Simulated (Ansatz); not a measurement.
# What CuF (model cell, started as NiAs type) distorts into

Aim: this structure of CuF (model cell, started as NiAs type) is to be tested for unstable modes, and one is followed downhill.

Calculated with Ansatz 0.2.0; DFT PBEsol, scalar-relativistic, plane waves, PAW.

The structure was built from a prototype and need not be the compound's stable phase.

## Step 1: The structure

The structure is hexagonal, space group P6_3/mmc (No. 194). The conventional cell has a = 2.722 Å, b = 2.722 Å, c = 6.470 Å, α = 90.00°, β = 90.00°, γ = 120.00°. Cu has 6 F at 2.26 Å nearest. F has 6 Cu at 2.26 Å nearest. Farther neighbours, and contacts between anions beyond the nearest, are not listed.

## Step 2: Response at finite wavevector

Stability and thermal properties need the whole zone. Linear response on a 3×3×2 q mesh gives force constants as far as a supercell of that size would.

Input file input.yaml:

```yaml
crystal:
  lattice:
    - [2.7224252891, 2.7281e-06, 0.0]
    - [-1.3612150072, 2.3576880962, 0.0]
    - [0.0, 0.0, 6.4699573338]
  atoms:
    - { symbol: Cu, position: [0.0, 0.0, 0.0] }
    - { symbol: Cu, position: [0.0, 0.0, 0.5] }
    - { symbol: F, position: [0.3333333333, 0.6666666667, 0.25] }
    - { symbol: F, position: [0.6666666667, 0.3333333333, 0.75] }
kpoints:
  mp_grid: { grid: [15, 15, 8] }
hamiltonian:
  xc: pbesol
scf:
  occupations: { method: methfessel_paxton, width: 0.2 }
output:
  eigenvalues: true
phonons:
  method: dfpt
  qmesh: [3, 3, 2]
  temperatures: { t_max: 1000, t_step: 50 }
  qpath:
    path:
      - [[0.0, 0.0, 0.0], [0.5, 0.0, 0.0], [0.33333333, 0.33333333, 0.0], [0.0, 0.0, 0.0], [0.0, 0.0, 0.5], [0.5, 0.0, 0.5], [0.33333333, 0.33333333, 0.5], [0.0, 0.0, 0.5]]
      - [[0.5, 0.0, 0.5], [0.5, 0.0, 0.0]]
      - [[0.33333333, 0.33333333, 0.5], [0.33333333, 0.33333333, 0.0]]
    npoints: 10
```

Started as:

```
> ansatz run input.yaml --threads 4 --pin off --max-ram 7168MiB --backend cpu --events-out ev --progress --plain --runs-dir out
```

Log:

```text
Warning: phonons: the dynamical matrix that this run interpolates holds no multipole term above the dipole-dipole one, and a site of this crystal is no centre of inversion, so its interpolated transverse optical and acoustic branches and sound speeds can stay off near Gamma, and the density of states and the thermodynamics with them. What a run solves at a wave vector of phonons.qpoints, Gamma apart, where the deck admits one, is free of this, and under fd what a larger phonons.supercell samples
Engine: ansatz 0.2.0, aarch64-unknown-linux-gnu
Pseudopotentials: kind: paw
Pseudopotential: Cu, paw, valence charge 19, recommended cutoff 420 eV (normal), Cu.paw.azcp
Pseudopotential: F, paw, valence charge 7, recommended cutoff 420 eV (normal), F.paw.azcp
Functional definition: PBEsol
  exchange = pbesol_x
  correlation = pbesol_c
Crystal: 4 atoms, lattice volume = 41.528 Å³
Basis set: ecut = 420 eV, 843 PW (Γ), exchange–correlation on 40×40×96 points (8 copies of the dense FFT grid, shifted against one another)
Bands: 32, of which v1, the nominal top of the filled ones, is band 26 counted from 1 (25 counted from 0)
Symmetry: 24 space group operations
k-points: 135 of 1800
Non-local potential: Cu, projectors of the file, l = 0: 3, l = 1: 2, l = 2: 3, l = 3: 1
Non-local potential: F, projectors of the file, l = 0: 2, l = 1: 2, l = 2: 1
PAW form: soft (Blöchl's): semilocal exchange-correlation on the pseudo side does not see the compensation charge
PAW frozen core: Cu, regenerated for the run's functional, and the local potential with it (the file was generated under x = pbe(κ = 0.804, μ = 0.219515), c = pbe(β = 0.066725))
PAW frozen core: F, regenerated for the run's functional, and the local potential with it (the file was generated under x = pbe(κ = 0.804, μ = 0.219515), c = pbe(β = 0.066725))
PAW one-centre angular grid: Cu, 590 points (default); XC on 64 Gauss nodes
PAW one-centre angular grid: F, 110 points (default); XC on 64 Gauss nodes
Initial density: superposition of atomic densities (neutral atoms: chi_scale 0, normalization atom), corrected by the library's trained network
Initial wavefunctions: pseudopotential atomic-orbital guess
Functional: x = pbesol(κ = 0.804, μ = 0.123457), c = pbesol(β = 0.046)
SCF iter   1: F=—  HF=-14775.866106 eV  |F-HF|=—  |Δ(HF+E_count)|=         —  Δρ=2.29e-2  dr2=1.38e-1  ethr=1.77e-3  ⟨swp⟩=4.4  Hψ=14667  notcnv=0
preconditioner: auto → LDOS  [metal: Δε(μ)=0.120 eV  Ē_g=13.175 eV  σ=0.200 eV  W_gap=0.43  n_scr=10 (ndim 8)  ℏωp=34.6 eV  f_vac=0.011  D(μ)=2.11/eV (n_scr^D=24)  β→1.0]
SCF iter   2: F=—  HF=-14775.984160 eV  |F-HF|=—  |Δ(HF+E_count)|=   1.18e-1  S|Δr|=    0.00e0  Δρ=4.92e-2  dr2=5.30e-1  ethr=2.66e-4  ⟨swp⟩=2.0  Hψ=9509  notcnv=0  defer=211  recentre
preconditioner: auto → Kerker (q_TF=auto, 2.832 Å⁻¹)  [metal: Δε(μ)=0.047 eV  Ē_g=13.521 eV  σ=0.200 eV  W_gap=0.20  n_scr=10 (ndim 8)  ℏωp=34.6 eV  f_vac=0.006  D(μ)=1.86/eV (n_scr^D=22)  β→0.5]
SCF iter   3: F=—  HF=-14775.828039 eV  |F-HF|=—  |Δ(HF+E_count)|=   1.56e-1  S|Δr|=    0.00e0  Δρ=5.04e-3  dr2=5.71e-3  ethr=2.66e-4  ⟨swp⟩=2.0  Hψ=8218  notcnv=0  defer=211
SCF iter   4: F=—  HF=-14775.826189 eV  |F-HF|=—  |Δ(HF+E_count)|=   1.85e-3  S|Δr|=    0.00e0  Δρ=1.62e-3  dr2=8.91e-4  ethr=1.10e-5  ⟨swp⟩=2.0  Hψ=6918  notcnv=0  defer=58
SCF iter   5: F=—  HF=-14775.825966 eV  |F-HF|=—  |Δ(HF+E_count)|=   2.23e-4  S|Δr|=    0.00e0  Δρ=5.77e-4  dr2=9.57e-5  ethr=1.71e-6  ⟨swp⟩=2.0  Hψ=5750  notcnv=0  defer=58
SCF iter   6: F=—  HF=-14775.825950 eV  |F-HF|=—  |Δ(HF+E_count)|=   1.63e-5  S|Δr|=    0.00e0  Δρ=1.68e-4  dr2=8.19e-6  ethr=1.84e-7  ⟨swp⟩=2.1  Hψ=6533  notcnv=0  defer=58
SCF iter   7: F=—  HF=-14775.825957 eV  |F-HF|=—  |Δ(HF+E_count)|=   6.97e-6  S|Δr|=    0.00e0  Δρ=9.28e-5  dr2=4.06e-6  ethr=1.57e-8  ⟨swp⟩=1.0  Hψ=4109  notcnv=0  defer=58
SCF iter   8: F=—  HF=-14775.825955 eV  |F-HF|=—  |Δ(HF+E_count)|=   1.96e-6  S|Δr|=    0.00e0  Δρ=1.63e-5  dr2=1.22e-7  ethr=7.81e-9  ⟨swp⟩=1.8  Hψ=5802  notcnv=0  defer=58
SCF iter   9: F=—  HF=-14775.825955 eV  |F-HF|=—  |Δ(HF+E_count)|=   2.95e-8  S|Δr|=    0.00e0  Δρ=3.80e-6  dr2=5.07e-9  ethr=2.35e-10  ⟨swp⟩=2.0  Hψ=6566  notcnv=0  defer=58
SCF iter  10: F=—  HF=-14775.825955 eV  |F-HF|=—  |Δ(HF+E_count)|=   2.42e-9  S|Δr|=    0.00e0  Δρ=7.02e-7  dr2=1.27e-10  ethr=9.76e-12  ⟨swp⟩=2.0  Hψ=5353  notcnv=0  defer=58
SCF iter  11: F=-14775.825955 eV  HF=-14775.825955 eV  |F-HF|=3.64e-12  |Δ(HF+E_count)|=  6.00e-11  S|Δr|=    0.00e0  Δρ=1.70e-7  dr2=5.82e-12  ethr=1.00e-12  ⟨swp⟩=7.9  Hψ=21956  notcnv=0
SCF 1 converged in 11 iterations: F = -14775.825955 eV  dr2 = 5.82e-12
  greatest PAW one-centre occupation: 1.000 electrons in one spin orbital (limit 2), on the Cu atom at site 1 (counted from 0), in its partial waves of l = 0
Initial density: read from a saved state, or passed on in memory by an earlier SCF of this step, an earlier step, the calling program or the single point that the run made first
iter 1 solved again at ethr=2.69e-9 eV; its pass at ethr=3.10e-3 eV (dr2=1.40e-6 eV) is discarded
SCF iter   1: F=—  HF=-14775.825954 eV  |F-HF|=—  |Δ(HF+E_count)|=         —  Δρ=2.58e-7  dr2=2.03e-11  ethr=2.69e-9  ⟨swp⟩=3.8  Hψ=28369  notcnv=0
preconditioner: auto → Kerker (q_TF=auto, 2.832 Å⁻¹)  [metal: Δε(μ)=0.135 eV  Ē_g=13.278 eV  σ=0.200 eV  W_gap=0.47  n_scr=10 (ndim 8)  ℏωp=34.6 eV  f_vac=0.010  D(μ)=2.18/eV (n_scr^D=24)]
SCF iter   2: F=-14775.825955 eV  HF=-14775.825955 eV  |F-HF|=3.64e-12  |Δ(HF+E_count)|=   4.04e-7  S|Δr|=    0.00e0  Δρ=1.60e-7  dr2=5.71e-12  ethr=1.00e-12  ⟨swp⟩=4.0  Hψ=19162  notcnv=0
SCF 2 converged in 2 iterations: F = -14775.825955 eV  dr2 = 5.71e-12
phonons: the bands overlap, so this run is a metal and interpolates without the dipole-dipole term. If the crystal is really an insulator or semiconductor, its LO-TO splitting is missing
NSCF: frozen V_eff on 135 k-points
WARN: eigensolver did not converge (k=2): 1 band(s) unlocked after 20 sweeps at ethr=1.48e-12 eV (storage-precision floor; scheduled 1.00e-12 eV) (lowest unlocked band 31, counted from 0; max residual 4.12e-6 eV among the unlocked bands, 4.12e-6 eV over every band; other slots of this pass that fall short are told together in one closing line; warning suppressed until the next SCF loop or pass starts)
WARN: eigensolver did not converge in 3 slots of this pass, the one above among them; of largest residual over every band (k=3): 1 band(s) unlocked (lowest unlocked band 31, counted from 0; max residual 5.93e-3 eV among the unlocked bands, 5.93e-3 eV over every band); of lowest unlocked band (k=2): band 31
NSCF: frozen V_eff on 901 k-points
DFPT response loops at q = (0, 0, 0) (fractional): preconditioner auto → Kerker (q_TF=auto, 2.832 Å⁻¹) (partly filled bands, converged f_vac=0.010); β = 1.00, the filter's whole step (`scf.mixing.beta` (0.50) is not read by the response loops under this deck's `scf.mixing.preconditioner`; to damp them name `kerker` or `kerker_dos`, under which they read `scf.mixing.beta`, and type it under 1.00, their step now; both keys bind the ground state too); Broyden in place of MSR1
NSCF: frozen V_eff on 1802 k-points
DFPT response loops at q = (0, 0, -0.5) (fractional): mixed as the last ones told, above
NSCF: frozen V_eff on 3600 k-points
DFPT response loops at q = (0, 0.333333, 0) (fractional): mixed as the last ones told, above
phonons.qmesh, q = [0.0000, 0.3333, 0.0000]: its response loops start from zero, take more passes and end by a threshold: the memory limit or budget leaves too little room for the subspace of the ground state's own states beside the solves, or none could be made (phonons.method)
NSCF: frozen V_eff on 3600 k-points
DFPT response loops at q = (0, 0.333333, -0.5) (fractional): mixed as the last ones told, above
phonons.qmesh, q = [0.0000, 0.3333, -0.5000]: its response loops start from zero, take more passes and end by a threshold: the memory limit or budget leaves too little room for the subspace of the ground state's own states beside the solves, or none could be made (phonons.method)
NSCF: frozen V_eff on 3600 k-points
DFPT response loops at q = (0.333333, 0.333333, 0) (fractional): mixed as the last ones told, above
phonons.qmesh, q = [0.3333, 0.3333, 0.0000]: its response loops start from zero, take more passes and end by a threshold: the memory limit or budget leaves too little room for the subspace of the ground state's own states beside the solves, or none could be made (phonons.method)
NSCF: frozen V_eff on 3600 k-points
DFPT response loops at q = (0.333333, 0.333333, -0.5) (fractional): mixed as the last ones told, above
phonons.qmesh, q = [0.3333, 0.3333, -0.5000]: its response loops start from zero, take more passes and end by a threshold: the memory limit or budget leaves too little room for the subspace of the ground state's own states beside the solves, or none could be made (phonons.method)
SCF converged after 11 iterations
Stability not checked: this state was not tested for a lower state beside it, because cold or Methfessel-Paxton smearing, or corrected tetrahedra, fill the levels in a way that the test cannot read (fill_not_monotonic; see scf.lower_state_search)
Free energy (F): -14775.825955 eV
Harris-Foulkes:  -14775.825955 eV  (|F-HF|=3.64e-12)
Internal energy: -14775.838060 eV  (E = F + TS)
E sigma→0 (E₀):  -14775.828981 eV
Entropy (-TS):   0.012106 eV (3.026 meV/atom)
Fermi energy:    11.190947 eV
--- Per-component energies (eV) ---
  E_band       = -862.880740
  E_kinetic    = 1010.958183
  E_local      = -9909.111414  (includes V_loc(G=0)·N_el)
  E_nonlocal   = 968.359616
  E_hartree    = 4289.785229
  E_xc         = -328.955457
  E_vxc        = -425.300996  (∫ρ·V_xc dr)
  E_paw        = -3670.579878  (= ΣΔE_a)
  E_vpaw       = -1087.361315  (= ΣTr[D̂ρ^β])
  E_aug_tail   = 0.004690  (compensation charges beyond the density's cutoff)
  E_ewald      = -7136.796320
  E_core_change = 0.497290  (= ΣΔE_core)
  E_smearing   = 0.012106  (= −TS)
  E_closure    = 0.000000  (closes the sum)
  Σ components = -14775.825955   (vs F -14775.825955, Δ=0.00e0)
--- Band table (eV; the first three rows and the last of 135) ---
  k-point 0: bands = [... 22 lower, 10.4222, 10.5073, 10.5073, 10.7980, 10.7980, 14.3661, 16.6026, 23.7402, ... 2 higher]
  k-point 1: bands = [... 22 lower, 10.4970, 10.5139, 10.5139, 10.7838, 10.7838, 14.0120, 16.9830, 23.0394, ... 2 higher]
  k-point 2: bands = [... 22 lower, 10.5349, 10.5349, 10.7350, 10.7439, 10.7439, 13.2908, 17.7881, 21.9397, ... 2 higher]
  k-point 134: bands = [... 22 lower, 10.5758, 10.5758, 11.1631, 11.1631, 17.7938, 17.7938, 18.6983, 18.6983, ... 2 higher]
--- Phonons (Γ-DFPT): 4 representative perturbations + reference (Σ response iterations 13) ---
  ASR residual: 5.884e-5 → 0.000e0 eV/Å²; symmetrization residual: 1.105e-6 eV/Å²
  ASR residual per site (eV/Å²): 5.88e-5 5.88e-5 2.89e-5 2.89e-5
  Γ frequencies (cm⁻¹): -140.66 -140.66 -77.65 -77.65 -43.44 -43.44 0.00 0.00 0.00 223.15 229.57 234.08
--- Phonons (arbitrary-q DFPT): 6 irreducible q on the 3×3×2 mesh ---
  q = [0.0000, 0.0000, 0.0000] (star 1, of the zone-centre solve; hermiticity 2.02e-7, symmetrization 7.13e-8): -140.66 -140.66 -77.65 -77.65 -43.44 -43.44 -0.00 0.00 0.00 223.15 229.57 234.08
  q = [0.0000, 0.0000, -0.5000] (star 1, 4 solved perturbations in 1793 linear systems a pass and spin channel, the states on 901 of 1800 k-point pairs; hermiticity 6.60e-7, symmetrization 5.95e-8): -118.12 -118.12 -118.12 -118.12 -36.85 -36.85 -36.85 -36.85 145.35 145.35 232.65 232.65
  q = [0.0000, 0.3333, 0.0000] (star 6, 6 solved perturbations in 7410 linear systems a pass and spin channel, the states on 1800 of 1800 k-point pairs; hermiticity 4.56e-6, symmetrization 1.80e-6): -98.61 -96.65 -90.57 50.62 50.69 115.56 117.41 131.12 158.23 209.02 247.18 265.70
  q = [0.0000, 0.3333, -0.5000] (star 6, 6 solved perturbations in 7410 linear systems a pass and spin channel, the states on 1800 of 1800 k-point pairs; hermiticity 7.19e-6, symmetrization 7.22e-7): -81.21 -81.21 47.47 47.47 68.43 68.43 125.93 125.93 177.17 177.17 259.80 259.80
  q = [0.3333, 0.3333, 0.0000] (star 2, 4 solved perturbations in 3478 linear systems a pass and spin channel, the states on 1800 of 1800 k-point pairs; hermiticity 2.83e-6, symmetrization 2.19e-7): -131.02 -131.02 64.10 107.01 117.60 117.60 152.41 152.41 221.68 221.68 256.40 266.99
  q = [0.3333, 0.3333, -0.5000] (star 2, 4 solved perturbations in 3478 linear systems a pass and spin channel, the states on 1800 of 1800 k-point pairs; hermiticity 2.96e-6, symmetrization 1.07e-6): -138.42 -138.42 88.03 88.03 115.91 115.91 131.98 131.98 234.56 234.56 261.66 261.66
  sum rule: each row above includes the acoustic sum rule's correction from the zone centre's row sums; it moved no ω² by more than (0.64 cm⁻¹)²
  mesh force constants: q→R imaginary residual 0.00e0; ASR residual 5.884e-5 → 0.000e0 eV/Å²; symmetrization residual 2.220e-15 eV/Å²
  interpolated dispersion: 93 rows × 12 modes
  density of states and harmonic sums: on the 27×27×10 q-mesh, interpolated from the force constants of a 3×3×2 supercell (no non-analytic term)
  largest difference from the sums on the solved wave vectors: F 5.95e-2 eV, S 7.90e-5 and C_V 2.25e-5 eV/K
  zero-point energy: 0.083911 eV/cell   skipped modes (ω ≤ 0): 1352, of them read as no rigid motion or as one in doubt: 1349 (2.829e0 modes/cell left out, lowest -140.66 cm⁻¹)   left out of the sums: 2.36e-1 of the cell's modes: C_V's classical limit lies that fraction below 3 k_B per atom; for a crystal, a wire or a layer, F and S can be off by more, and a phonons.interpolated_qmesh denser along its periods is the remedy for the sampling
```

Wall time 26 min (4 threads of Arm Neoverse V2, shared host); peak memory 4.4 GiB.

This run has no spin polarisation, although Cu can carry a moment.

This step gave:

| Property | Result |
| --- | --- |
| volume per atom | 10.38 Å³ |
| gap on the k-mesh | 0 eV |
| sum-rule residual before enforcement | 5.88e-5 eV/Å² |
| lowest frequency on the path | -140.7 cm⁻¹ |
| point group | 6/mmm |
| highest frequency on path, mesh or solved points | 314.5 cm⁻¹ |
| highest optical mode at the zone centre (no LO-TO term) | 234.1 cm⁻¹ |
| lowest optical zone-centre mode | -140.7 cm⁻¹ |
| lowest mode on the q mesh (acoustic modes at Γ apart) | -140.7 cm⁻¹ |

Frequencies (cm⁻¹) solved at each irreducible wavevector; negative means imaginary. Frequencies by wavevector, by row:

```csv
q in reciprocal lattice units,star,mode 1,mode 2,mode 3,mode 4,mode 10,mode 11,mode 12
0 0 0,1,-140.7,-140.7,-77.7,-77.7,223.2,229.6,234.1
0 0 -0.5,1,-118.1,-118.1,-118.1,-118.1,145.3,232.7,232.7
0 0.3333 0,6,-98.6,-96.7,-90.6,50.6,209,247.2,265.7
0 0.3333 -0.5,6,-81.2,-81.2,47.5,47.5,177.2,259.8,259.8
0.3333 0.3333 0,2,-131,-131,64.1,107,221.7,256.4,267
0.3333 0.3333 -0.5,2,-138.4,-138.4,88,88,234.6,261.7,261.7
```

Interpolated from a 3×3×2 q mesh, rough between the solved points. Phonon branches along the path, in cm⁻¹:

| point | branch 1 | branch 2 | branch 3 | branch 4 | branch 9 | branch 10 | branch 11 | branch 12 |
| --- | --- | --- | --- | --- | --- | --- | --- | --- |
| Γ | -141 | -141 | -78 | -78 | 0 | 223 | 230 | 234 |
| halfway | -109 | -78 | -75 | 34 | 182 | 189 | 210 | 213 |
| M | -126 | -114 | -69 | 61 | 158 | 208 | 291 | 314 |
| halfway | -131 | -121 | 67 | 85 | 188 | 192 | 279 | 298 |
| K | -131 | -131 | 64 | 107 | 222 | 222 | 256 | 267 |
| halfway | -89 | -88 | 43 | 48 | 169 | 205 | 215 | 228 |
| Γ | -141 | -141 | -78 | -78 | 0 | 223 | 230 | 234 |
| halfway | -136 | -136 | -92 | -92 | 78 | 198 | 225 | 241 |
| A | -118 | -118 | -118 | -118 | 145 | 145 | 233 | 233 |
| halfway | -64 | -64 | -41 | -41 | 184 | 184 | 210 | 210 |
| L | -96 | -96 | 61 | 61 | 176 | 176 | 305 | 305 |
| halfway | -123 | -123 | 84 | 84 | 187 | 187 | 290 | 290 |
| H | -138 | -138 | 88 | 88 | 235 | 235 | 262 | 262 |
| halfway | -81 | -81 | 51 | 51 | 188 | 188 | 221 | 221 |
| A | -118 | -118 | -118 | -118 | 145 | 145 | 233 | 233 |
| jump to L | -96 | -96 | 61 | 61 | 176 | 176 | 305 | 305 |
| halfway | -111 | -106 | -28 | 61 | 157 | 199 | 296 | 312 |
| M | -126 | -114 | -69 | 61 | 158 | 208 | 291 | 314 |
| jump to H | -138 | -138 | 88 | 88 | 235 | 235 | 262 | 262 |
| halfway | -135 | -135 | 72 | 102 | 229 | 229 | 258 | 265 |
| K | -131 | -131 | 64 | 107 | 222 | 222 | 256 | 267 |

Symmetry leaves 6 wavevectors to solve. The lowest mode among them, the acoustic zeros apart, lies at Γ and is imaginary, 140.7i cm⁻¹, so the energy falls along it.

## Step 3: The mode frozen in, largest atomic shift 0 Å

The mode followed lies at Γ with frequency 140.7i cm⁻¹ and is 2-fold degenerate, the softest among the wavevectors solved. At small amplitude the pattern taken leaves space group no. 63 by a symmetry search on the positions. The undistorted cell that holds it gives the zero of energy on the same k mesh.

input.yaml, the sections that differ from step 2:

```yaml
output:
  forces: true
  stress: true
  eigenvalues: true
# crystal, kpoints, hamiltonian, scf: as in step 2
# phonons: removed
```

Log:

```text
[...]
Crystal: 4 atoms, lattice volume = 41.528 Å³
Basis set: ecut = 420 eV, 843 PW (Γ), exchange–correlation on 40×40×90 points (8 copies of the dense FFT grid, shifted against one another)
Bands: 32, of which v1, the nominal top of the filled ones, is band 26 counted from 1 (25 counted from 0)
Symmetry: 24 space group operations
[...]
k-points: 135 of 1800
[...]
k-point 0: bands = [... 22 lower, 10.4222, 10.5073, 10.5073, 10.7980, 10.7980, 14.3660, 16.6025, 23.7401, ... 2 higher]
  k-point 1: bands = [... 22 lower, 10.4970, 10.5139, 10.5139, 10.7838, 10.7838, 14.0119, 16.9829, 23.0394, ... 2 higher]
  k-point 2: bands = [... 22 lower, 10.5349, 10.5349, 10.7350, 10.7439, 10.7439, 13.2908, 17.7881, 21.9397, ... 2 higher]
  k-point 134: bands = [... 22 lower, 10.5758, 10.5758, 11.1631, 11.1631, 17.7937, 17.7937, 18.6983, 18.6983, ... 2 higher]
[key lines of the parts left out:]
SCF converged after 9 iterations
Free energy (F): -14775.825955 eV
Fermi energy:    11.190943 eV
P = ⅓ Tr σ = 0.0007 GPa (0.007 kbar)
```

Elapsed: 2.1 s, on 4 threads; peak memory 0.42 GiB; 7.5 s of CPU time.

This step gave:

```
pressure                         : 7.11e-4 GPa
energy from the undistorted cell : 0 meV/atom
```

The run ends at a pressure of 0.00 GPa.

(Continued in part 2 of 3.)

[Long decimals in the printed logs are rounded to 6 places.]

[Logs are printed without paths, hosts, clocks, repeated set-up lines and the standing remarks that a program may print on its own settings, such as how far it seeks lower states.]

[Hosts, paths, dates, database ids (printed as entryN), source tags and the programs' standing remarks are cut or masked in the printed files.]

[Where the starting crystal was built by hand or by swapping elements, it need not be the compound's stable phase.]
